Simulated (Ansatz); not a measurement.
# One crystal, many levels of theory: SiO2 (P4_32_12)

What gap does each level of theory give for SiO2 (P4_32_12), and in what time?

Program: Ansatz 0.2.0. Level of theory: density functionals, hybrids and G0W0, plane waves, PAW. Results are calculated unless marked as measured.

In doubt: masses and optical values from hybrid runs of this build are listed as unsure (step 6), which bears on the screening that GW takes from such a start.

**1. Set-up**

It takes space group P4_32_12 (No. 96, tetragonal). The conventional cell has a = 4.933 Å, b = 4.933 Å, c = 6.465 Å, α = 90.00°, β = 90.00°, γ = 90.00°. Nearest to Si lie 4 O at 1.62 Å. Nearest to O lie 2 Si at 1.62 Å. Farther neighbours and most contacts between anions are not listed.

The cell and positions come from the Crystallography Open Database and are kept as given unless a step says otherwise.

The logs state that the PAW files were generated under PBE.

**2. LDA on the 6×6×4 mesh**

Levels along a band path and on the mesh show where this functional puts the band edges.

This step: DFT, LDA, plane waves, PAW; PAW set soft_1.

File input.yaml:

```yaml
crystal:
  lattice:
    - [4.9329, 0.0, 0.0]
    - [0.0, 4.9329, 0.0]
    - [0.0, 0.0, 6.4645]
  atoms:
    - { symbol: Si, position: [0.817705, 0.817705, 0.5] }
    - { symbol: Si, position: [0.682295, 0.317705, 0.25] }
    - { symbol: Si, position: [0.182295, 0.182295, 0.0] }
    - { symbol: Si, position: [0.317705, 0.682295, 0.75] }
    - { symbol: O, position: [0.26834, 0.36457, 0.80193] }
    - { symbol: O, position: [0.13543, 0.76834, 0.55193] }
    - { symbol: O, position: [0.73166, 0.63543, 0.30193] }
    - { symbol: O, position: [0.86457, 0.23166, 0.05193] }
    - { symbol: O, position: [0.76834, 0.13543, 0.44807] }
    - { symbol: O, position: [0.63543, 0.73166, 0.69807] }
    - { symbol: O, position: [0.23166, 0.86457, 0.94807] }
    - { symbol: O, position: [0.36457, 0.26834, 0.19807] }
kpoints:
  mp_grid: { grid: [6, 6, 4] }
  band_path:
    path:
      - [[0.0, 0.0, 0.0], [0.0, 0.5, 0.0], [0.5, 0.5, 0.0], [0.0, 0.0, 0.0], [0.0, 0.0, 0.5], [0.0, 0.5, 0.5], [0.5, 0.5, 0.5], [0.0, 0.0, 0.5]]
      - [[0.0, 0.5, 0.0], [0.0, 0.5, 0.5]]
      - [[0.5, 0.5, 0.0], [0.5, 0.5, 0.5]]
    npoints: 10
hamiltonian:
  xc: lda
  pseudopotentials: { kind: paw, azcp: { folder: soft_1 }, xc_functional: pbe }
scf:
  occupations: { method: fermi_dirac, width: 0.02 }
  n_extra_bands: 8
output:
  eigenvalues: true
  write_density: true
  write_potential: true
  elf: true
  volumetric_format: npy
```

The run is started by

```sh
ansatz run input.yaml --threads 3 --pin off --max-ram 92160MiB --backend cuda --events-out ev --progress --plain --runs-dir out --devices 1 --max-vram 13GiB
```

Numbers of over 12 decimals in the logs are rounded to 6 here.

Output:

```text
scf.n_extra_bands = 8 over 32 filled bands (N_el = 64.0): the run solves 40 bands
GPUs: using 1 of 1 available (devices: 1).
Engine: ansatz 0.2.0, x86_64-unknown-linux-gnu
Pseudopotentials: kind: paw
Pseudopotential: Si, paw, valence charge 4, recommended cutoff 420 eV (normal), soft_1/Si.paw.azcp
Pseudopotential: O, paw, valence charge 6, recommended cutoff 420 eV (normal), soft_1/O.paw.azcp
Functional definition: SPW92
  exchange = slater_x
  correlation = pw_c
device memory: the entry about to start is reckoned to put 2.5 GiB on a device that reports 45.6 GiB free (of which the cap on the GPU budget leaves the run 13.0 GiB)
GPU FFT provider: cuFFT
GPU libraries: cuBLAS 13.8.2, cuFFT 12.4.0, cuSOLVER 12.3.4
Crystal: 12 atoms, lattice volume = 157.304 Å³
Basis set: ecut = 420 eV, 3097 PW (Γ)
Bands: 40, of which v1, the nominal top of the filled ones, is band 32 counted from 1 (31 counted from 0)
Symmetry: 8 space group operations
Space group: P43212 (ITA 96), of the structure as read, at distance tolerance 5.4e-5 Å
k-points: 30 of 144 (time reversal used)
Non-local potential: Si, projectors of the file, l = 0: 2, l = 1: 2, l = 2: 1
Non-local potential: O, projectors of the file, l = 0: 2, l = 1: 2, l = 2: 1
PAW form: soft (Blöchl's): semilocal exchange-correlation on the pseudo side does not see the compensation charge
PAW frozen core: Si, regenerated for the run's functional, and the local potential with it (the file was generated under x = pbe(κ = 0.804, μ = 0.219515), c = pbe(β = 0.066725))
PAW frozen core: O, regenerated for the run's functional, and the local potential with it (the file was generated under x = pbe(κ = 0.804, μ = 0.219515), c = pbe(β = 0.066725))
PAW one-centre angular grid: Si, 110 points (default); XC on 64 Gauss nodes
PAW one-centre angular grid: O, 110 points (default); XC on 64 Gauss nodes
Initial density: superposition of atomic densities (chi_scale 0.1, normalization cell, long waves kept (reshape's long-wave potential 0.01 eV rms))
Initial wavefunctions: pseudopotential atomic-orbital guess
GPU buffer pool allocated for 58320 grid points (all kernels)
GPU transforms: local potential and band sums: pruned to the plane-wave sphere, on 36×36×45
Functional: x = slater, c = lda
SCF iter   1: F=—  HF=-6896.769136 eV  |F-HF|=—  |Δ(HF+E_count)|=         —  Δρ=1.21e-1  dr2=2.05e1  ethr=3.10e-3  ⟨swp⟩=8.3  Hψ=6090  notcnv=0
preconditioner: auto → Resta (q_TF=auto, 2.349 Å⁻¹)  ε∞=2.9  [insulator: Δε(μ)=6.942 eV  Ē_g=17.120 eV  σ=0.020 eV  W_gap=1.00  n_scr=36 (ndim 8)  ℏωp=23.7 eV  f_vac=0.038  D(μ)=0.00/eV (n_scr^D=0)  ε∞_Penn≈2.9]
SCF iter   2: F=—  HF=-6891.003347 eV  |F-HF|=—  |Δ(HF+E_count)|=    5.77e0  Δρ=4.20e-2  dr2=1.17e0  ethr=3.10e-3  ⟨swp⟩=4.1  Hψ=3363  notcnv=0  defer=120
SCF iter   3: F=—  HF=-6890.756820 eV  |F-HF|=—  |Δ(HF+E_count)|=   2.47e-1  Δρ=2.01e-2  dr2=3.57e-1  ethr=1.83e-3  ⟨swp⟩=2.0  Hψ=1197  notcnv=0  defer=120
SCF iter   4: F=—  HF=-6890.678178 eV  |F-HF|=—  |Δ(HF+E_count)|=   7.86e-2  Δρ=1.41e-3  dr2=2.59e-3  ethr=5.58e-4  ⟨swp⟩=3.5  Hψ=2116  notcnv=0  defer=120
SCF iter   5: F=—  HF=-6890.679601 eV  |F-HF|=—  |Δ(HF+E_count)|=   1.42e-3  Δρ=2.58e-4  dr2=6.73e-5  ethr=4.05e-6  ⟨swp⟩=2.1  Hψ=2009  notcnv=0  defer=120
SCF iter   6: F=—  HF=-6890.679853 eV  |F-HF|=—  |Δ(HF+E_count)|=   2.51e-4  Δρ=5.41e-5  dr2=3.44e-6  ethr=1.05e-7  ⟨swp⟩=2.7  Hψ=2264  notcnv=0  defer=120
SCF iter   7: F=—  HF=-6890.679855 eV  |F-HF|=—  |Δ(HF+E_count)|=   2.18e-6  Δρ=1.03e-5  dr2=1.06e-7  ethr=5.37e-9  ⟨swp⟩=2.6  Hψ=2057  notcnv=0  defer=120
SCF iter   8: F=-6890.679855 eV  HF=-6890.679855 eV  |F-HF|=8.88e-10  |Δ(HF+E_count)|=   2.27e-8  Δρ=1.32e-6  dr2=2.33e-9  ethr=1.56e-10  ⟨swp⟩=12.9  Hψ=5393  notcnv=0
SCF 1 converged in 8 iterations: F = -6890.679855 eV  dr2 = 2.33e-9
[...]
device memory: the entry about to start is reckoned to put 2.5 GiB on a device that reports 43.6 GiB free (of which the cap on the GPU budget leaves the run 13.0 GiB)
NSCF: frozen V_eff on 93 k-points
SCF converged after 8 iterations
Free energy (F): -6890.679855 eV
Harris-Foulkes:  -6890.679855 eV  (|F-HF|=8.88e-10)
Internal energy: -6890.679855 eV  (E = F + TS)
E sigma→0 (E₀):  -6890.679855 eV
Fermi energy:    4.605761 eV
--- Per-component energies (eV) ---
  E_band       = -319.513940
  E_kinetic    = 1543.711333
  E_local      = -4055.774029  (includes V_loc(G=0)·N_el)
  E_nonlocal   = 527.803716
  E_hartree    = 1480.246541
  E_xc         = -789.864162
  E_vxc        = -920.193418  (∫ρ·V_xc dr)
  E_paw        = -3163.610255  (= ΣΔE_a)
  E_vpaw       = -375.562955  (= ΣTr[D̂ρ^β])
  E_aug_tail   = 0.006853  (compensation charges beyond the density's cutoff)
  E_ewald      = -2434.312545
  E_core_change = 1.112695  (= ΣΔE_core)
  E_smearing   = -0.000000  (= −TS)
  E_closure    = 0.000000  (closes the sum)
  Σ components = -6890.679855   (vs F -6890.679855, Δ=0.00e0)
--- Band table (eV; the first three rows and the last of 30) ---
  k-point 0: bands = [... 28 lower, 1.0211, 1.3941, 1.3941, 1.8648, 7.3449, 10.3792, 10.3792, 11.0016, ... 4 higher]
  k-point 1: bands = [... 28 lower, 1.0481, 1.1243, 1.3787, 1.7455, 7.7551, 9.8316, 10.6144, 10.9843, ... 4 higher]
  k-point 2: bands = [... 28 lower, 1.1361, 1.1361, 1.4452, 1.4452, 8.7513, 8.7513, 10.7765, 10.7765, ... 4 higher]
  k-point 29: bands = [... 28 lower, 1.3600, 1.3600, 1.3600, 1.3600, 10.6759, 10.6759, 10.6759, 10.6759, ... 4 higher]
```

Wall time 17 s (1 × NVIDIA H100 80GB HBM3 (shared by 6 runs) with 3 threads of AMD EPYC 7R13 (Zen 3), shared host); peak memory 0.89 GiB.

Reading the cycles: dr2 is the Hartree energy of the density residual (eV), the measure of convergence; HF is the Harris–Foulkes estimate of the energy, which meets the free energy F at convergence.

This step gave:

| Property | Result |
| --- | --- |
| filled bands | 32 |
| gap | 5.480 eV |
| valence top at | Γ |
| conduction bottom at | Γ |
| least direct gap | 5.480 eV |

Over mesh and path the gap is 5.480 eV, direct, at k = Γ.

**3. HSE06 on the 4×4×2 mesh**

HSE06 mixes in a quarter of exact exchange at short range.

This step: DFT, HSE06, plane waves, PAW; PAW set soft_1.

input.yaml, as its differences from that of step 2:

```diff
@@ -19,14 +19,17 @@
 kpoints:
-  mp_grid: { grid: [6, 6, 4] }
+  mp_grid: { grid: [4, 4, 2] }
   band_path:
     path:
-      - [[0.0, 0.0, 0.0], [0.0, 0.5, 0.0], [0.5, 0.5, 0.0], [0.0, 0.0, 0.0], [0.0, 0.0, 0.5], [0.0, 0.5, 0.5], [0.5, 0.5, 0.5], [0.0, 0.0, 0.5]]
-      - [[0.0, 0.5, 0.0], [0.0, 0.5, 0.5]]
-      - [[0.5, 0.5, 0.0], [0.5, 0.5, 0.5]]
-    npoints: 10
+      - [0.0, 0.0, 0.0]
+      - [0.0, 0.5, 0.0]
+      - [0.5, 0.5, 0.0]
+      - [0.0, 0.0, 0.5]
+      - [0.0, 0.5, 0.5]
+      - [0.5, 0.5, 0.5]
+    npoints: 1
 hamiltonian:
-  xc: lda
-  pseudopotentials: { kind: paw, azcp: { folder: soft_1 }, xc_functional: pbe }
+  xc: hse06
+  pseudopotentials: { kind: paw, azcp: { folder: soft_1 } }
 scf:
-  occupations: { method: fermi_dirac, width: 0.02 }
+  occupations: { method: fixed }
   n_extra_bands: 8
@@ -34,5 +37 @@
   eigenvalues: true
-  write_density: true
-  write_potential: true
-  elf: true
-  volumetric_format: npy
```

Output:

```text
[...]
GPUs: using 1 of 1 available (devices: 1).
[...]
davidson cushion auto → on  (no smearing: the cushion is to keep the highest requested band from converging to the state above it; pin scf.eigensolver.cushion to override)
[...]
GPU FFT provider: cuFFT
GPU libraries: cuBLAS 13.8.2, cuFFT 12.4.0, cuSOLVER 12.3.4
Crystal: 12 atoms, lattice volume = 157.304 Å³
Basis set: ecut = 420 eV, 3097 PW (Γ)
Bands: 40, of which v1, the nominal top of the filled ones, is band 32 counted from 1 (31 counted from 0)
Symmetry: 8 space group operations
[...]
k-points: 12 of 32
[...]
GPU buffer pool allocated for 58320 grid points (all kernels)
[...]
SCF iter   1: F=—  HF=-7102.592505 eV  |F-HF|=—  |Δ(HF+E_count)|=         —  Δρ=1.31e-1  dr2=2.40e1  ethr=1.00e-1  ⟨swp⟩=4.5  Hψ=1768  notcnv=0
[...]
NSCF: frozen V_eff on 6 k-points
hybrid SCF converged: 2 outer / 9 inner (+5 warm-up), last move |dexx| = 3.41e-7 eV, tail = 7.76e-8 eV
Stability not checked: this state was not tested for a lower state beside it, because the functional holds exact exchange (a hybrid, or Hartree-Fock), whose exchange loop this test does not read (fock_operator; see scf.lower_state_search)
Free energy (F): -7097.530421 eV
Frozen-core exchange: fock
[...]
Internal energy: -7097.530421 eV  (E = F + TS)
E sigma→0 (E₀):  -7097.530421 eV
Fermi energy:    0.864226 eV
[...]
--- Band table (eV; the first three rows and the last of 12) ---
  k-point 0: bands = [... 28 lower, -0.0035, 0.3697, 0.3697, 0.8642, 8.4137, 11.6190, 11.6190, 12.2870, ... 4 higher]
  k-point 1: bands = [... 28 lower, 0.1117, 0.1117, 0.4264, 0.4264, 9.8778, 9.8778, 12.0404, 12.0404, ... 4 higher]
  k-point 2: bands = [... 28 lower, -0.1169, 0.2797, 0.3020, 0.6915, 9.1226, 11.7620, 11.7721, 12.0475, ... 4 higher]
  k-point 11: bands = [... 28 lower, 0.3408, 0.3408, 0.3408, 0.3408, 11.9376, 11.9376, 11.9376, 11.9376, ... 4 higher]
```

It took 29 s on 1 × NVIDIA H100 80GB HBM3 (shared by 6 runs) with 3 threads; peak memory 1.3 GiB.

Numbers from this step:

```
gap                     : 7.550 eV
valence top at          : Γ
conduction bottom at    : Γ
least direct gap        : 7.550 eV
exact-exchange fraction : 0.25
```

Over mesh and listed points the gap is 7.550 eV, direct, at k = Γ. HSE06 against LDA: 7.550 − 5.480 = +2.070 eV. The runs also differ in mesh (6×6×4 and 4×4×2), so how much of this comes from the functional alone is not known.

**4. PBE0 on the 4×4×2 mesh**

PBE0 mixes in a quarter of exact exchange at all distances.

This step: DFT, PBE0, plane waves, PAW; PAW set soft_1.

input.yaml, as its differences from that of step 3:

```diff
@@ -30,3 +30,3 @@
 hamiltonian:
-  xc: hse06
+  xc: pbe0
   pseudopotentials: { kind: paw, azcp: { folder: soft_1 } }
```

Output:

```text
[...]
GPUs: using 1 of 1 available (devices: 1).
[...]
GPU FFT provider: cuFFT
GPU libraries: cuBLAS 13.8.2, cuFFT 12.4.0, cuSOLVER 12.3.4
Crystal: 12 atoms, lattice volume = 157.304 Å³
Basis set: ecut = 420 eV, 3097 PW (Γ)
Bands: 40, of which v1, the nominal top of the filled ones, is band 32 counted from 1 (31 counted from 0)
Symmetry: 8 space group operations
[...]
k-points: 12 of 32
[...]
Fermi energy:    0.458838 eV
[...]
--- Band table (eV; the first three rows and the last of 12) ---
  k-point 0: bands = [... 28 lower, -0.4111, -0.0375, -0.0375, 0.4588, 8.7741, 11.9956, 11.9956, 12.6629, ... 4 higher]
  k-point 1: bands = [... 28 lower, -0.2971, -0.2971, 0.0182, 0.0182, 10.2483, 10.2483, 12.4164, 12.4164, ... 4 higher]
  k-point 2: bands = [... 28 lower, -0.5259, -0.1275, -0.1056, 0.2849, 9.4879, 12.1381, 12.1491, 12.4249, ... 4 higher]
  k-point 11: bands = [... 28 lower, -0.0666, -0.0666, -0.0666, -0.0666, 12.3158, 12.3158, 12.3158, 12.3158, ... 4 higher]
[key lines of the parts left out:]
Free energy (F): -7098.935116 eV
```

The job ended after 28 s (1 × NVIDIA H100 80GB HBM3 (shared by 6 runs) with 3 threads; peak memory 1.3 GiB).

Numbers from this step:

```yaml
gap: 8.315 eV
valence_top_at: Γ
conduction_bottom_at: Γ
least_direct_gap: 8.315 eV
exact_exchange_fraction: 0.25
```

Over mesh and listed points the gap is 8.315 eV, direct, at k = Γ. PBE0 against HSE06: 8.315 − 7.550 = +0.765 eV, with the same mesh, files and cutoff, and both edges at the same k points.

**5. G0W0@LDA, 4×4×2 mesh, 862 empty bands, screening to 180 eV, PAW set soft_1 files**

G0W0 replaces the xc potential by a self-energy built once from the orbitals of the start. Levels are corrected in the window of bands that the input names, at points of the mesh.

This step: G0W0 on LDA, plane waves, PAW; PAW set soft_1.

input.yaml, as its differences from that of step 4:

```diff
@@ -20,18 +20,12 @@
   mp_grid: { grid: [4, 4, 2] }
-  band_path:
-    path:
-      - [0.0, 0.0, 0.0]
-      - [0.0, 0.5, 0.0]
-      - [0.5, 0.5, 0.0]
-      - [0.0, 0.0, 0.5]
-      - [0.0, 0.5, 0.5]
-      - [0.5, 0.5, 0.5]
-    npoints: 1
 hamiltonian:
-  xc: pbe0
-  pseudopotentials: { kind: paw, azcp: { folder: soft_1 } }
+  xc: lda
+  pseudopotentials: { kind: paw, azcp: { folder: soft_1 }, xc_functional: pbe }
 scf:
   occupations: { method: fixed }
-  n_extra_bands: 8
-output:
-  eigenvalues: true
+gw:
+  n_empty_bands: 862
+  ecut_chi: 180.0
+  qp_bands: [v4, c4]
+  qp_kpoints: band_edges
+  screening: { model: contour_deformation }
```

Output:

```text
GPUs: using 1 of 1 available (devices: 1).
[...]
GPU FFT provider: cuFFT
GPU libraries: cuBLAS 13.8.2, cuFFT 12.4.0, cuSOLVER 12.3.4
Crystal: 12 atoms, lattice volume = 157.304 Å³
Basis set: ecut = 420 eV, 3097 PW (Γ)
Bands: 44, of which v1, the nominal top of the filled ones, is band 32 counted from 1 (31 counted from 0)
Symmetry: 8 space group operations
[...]
k-points: 12 of 32
[...]
0    36     11.0016    -6.0269    -4.1448   -12.0065  0.8576    12.8585    12.8363  root
[...]
11    33     10.6760    -8.3046    -4.0560   -14.2336  0.8460    12.5732    12.5491  root
    11    34     10.6760    -8.3046    -4.0560   -14.2336  0.8460    12.5732    12.5491  root
    11    35     10.6760    -8.3046    -4.0560   -14.2336  0.8460    12.5732    12.5491  root
    11    36     10.6760    -8.3046    -4.0560   -14.2336  0.8460    12.5732    12.5491  root
[key lines of the parts left out:]
SCF converged after 8 iterations
Free energy (F): -6890.679919 eV
Fermi energy:    1.864915 eV
```

The job ended after 75 s (1 × NVIDIA H100 80GB HBM3 (shared by 6 runs) with 3 threads; peak memory 3.2 GiB; 2.3 min of CPU time).

Numbers from this step:

```yaml
bands_summed: 894
rpa_eps_infinity_on_this_mesh_eigenvalues: 2.321, 2.383, 2.383
plane_waves_in_the_screening_matrix: 855
g0w0_gap_over_the_corrected_points: 8.687 eV
k_of_the_valence_top: 0, 0, 0
k_of_the_conduction_bottom: 0, 0, 0
starting_gap_on_the_mesh: 5.480 eV
z_at_the_valence_top: 0.8000
z_at_the_conduction_bottom: 0.8620
least_direct_g0w0_gap_over_the_corrected_points: 8.687 eV
```

Over 11 of 12 irreducible mesh points the G0W0 gap is 8.687 eV, direct, at k = Γ. The LDA gap of this run on the mesh is 5.480 eV. The two states that bound the G0W0 gap lie that far apart at the start, so the correction of the gap is 8.687 − 5.480 = +3.207 eV.

**6. G0W0@HSE06, 4×4×2 mesh, 400 empty bands, screening to 108 eV, PAW set soft_1 files**

This step: G0W0 on HSE06, plane waves, PAW; PAW set soft_1.

input.yaml, as its differences from that of step 5:

```diff
@@ -21,4 +21,4 @@
 hamiltonian:
-  xc: lda
-  pseudopotentials: { kind: paw, azcp: { folder: soft_1 }, xc_functional: pbe }
+  xc: hse06
+  pseudopotentials: { kind: paw, azcp: { folder: soft_1 } }
 scf:
@@ -26,4 +26,4 @@
 gw:
-  n_empty_bands: 862
-  ecut_chi: 180.0
+  n_empty_bands: 400
+  ecut_chi: 108
   qp_bands: [v4, c4]
```

Output:

```text
GPUs: using 1 of 1 available (devices: 1).
[...]
GPU FFT provider: cuFFT
GPU libraries: cuBLAS 13.8.2, cuFFT 12.4.0, cuSOLVER 12.3.4
Crystal: 12 atoms, lattice volume = 157.304 Å³
Basis set: ecut = 420 eV, 3097 PW (Γ)
Bands: 44, of which v1, the nominal top of the filled ones, is band 32 counted from 1 (31 counted from 0)
Symmetry: 8 space group operations
[...]
k-points: 12 of 32
[...]
0    35     11.6190    -5.9321    -3.5613   -10.6398  0.8825    12.7710    12.7653  root
     0    36     12.2870    -5.7142    -3.5743   -10.4626  0.8831    13.4672    13.4611  root
[...]
11    33     11.9376    -7.6077    -3.4660   -12.3426  0.8757    13.2139    13.2065  root
    11    34     11.9376    -7.6077    -3.4660   -12.3426  0.8757    13.2139    13.2065  root
    11    35     11.9376    -7.6077    -3.4660   -12.3426  0.8757    13.2139    13.2065  root
    11    36     11.9376    -7.6077    -3.4660   -12.3426  0.8757    13.2139    13.2065  root
[key lines of the parts left out:]
Free energy (F): -7097.530421 eV
Fermi energy:    0.864235 eV
```

Wall time 62 s (1 × NVIDIA H100 80GB HBM3 (shared by 6 runs) with 3 threads); peak memory 2 GiB.

This step gave:

```
bands summed                                    : 432
RPA ε∞ on this mesh (eigenvalues)               : 2.057, 2.102, 2.102
plane waves in the screening matrix             : 387
G0W0 gap over the corrected points              : 9.348 eV
k of the valence top                            : 0, 0, 0
k of the conduction bottom                      : 0, 0, 0
starting gap on the mesh                        : 7.550 eV
Z at the valence top                            : 0.8356
Z at the conduction bottom                      : 0.8883
least direct G0W0 gap over the corrected points : 9.348 eV
```

Over 11 of 12 irreducible mesh points the G0W0 gap is 9.348 eV, direct, at k = Γ. The HSE06 gap of this run on the mesh is 7.550 eV. The two states that bound the G0W0 gap lie that far apart at the start, so the correction of the gap is 9.348 − 7.550 = +1.798 eV. G0W0@HSE06 against G0W0@LDA with 432 bands (a further run, in the table below): 9.348 − 8.496 = +0.852 eV, with the same mesh, files and cutoffs, and both edges at the same k points.

(Part 1 of 2 ends here.)

[Paths, hosts, dates, memory and timing lines, banners, echoed tables and standing remarks are left out of the program output.]

[Logs are printed without paths, hosts, clocks, repeated set-up lines and the standing remarks that a program may print on its own settings, such as how far it seeks lower states.]

[Runs of the session that timed out or met a known fault of the program may be left out.]

[Cells called generated may have been cut or substituted from an entry of the Crystallography Open Database or the Materials Project.]

[Hosts, paths, dates, database ids (printed as entryN), source tags and the programs' standing remarks are cut or masked in the printed files.]

[Where an RPA ε∞ is given, it is that of the G0W0 mesh and is not shown converged in it. Names of k-points follow the symmetry that the program found, which can be lower than the space group named. Band edges on a path are those of the sampled points; other points can move an edge, and change direct to indirect where valleys lie close.]

[Hybrid gaps are those of their k-mesh and are not shown converged in it.]
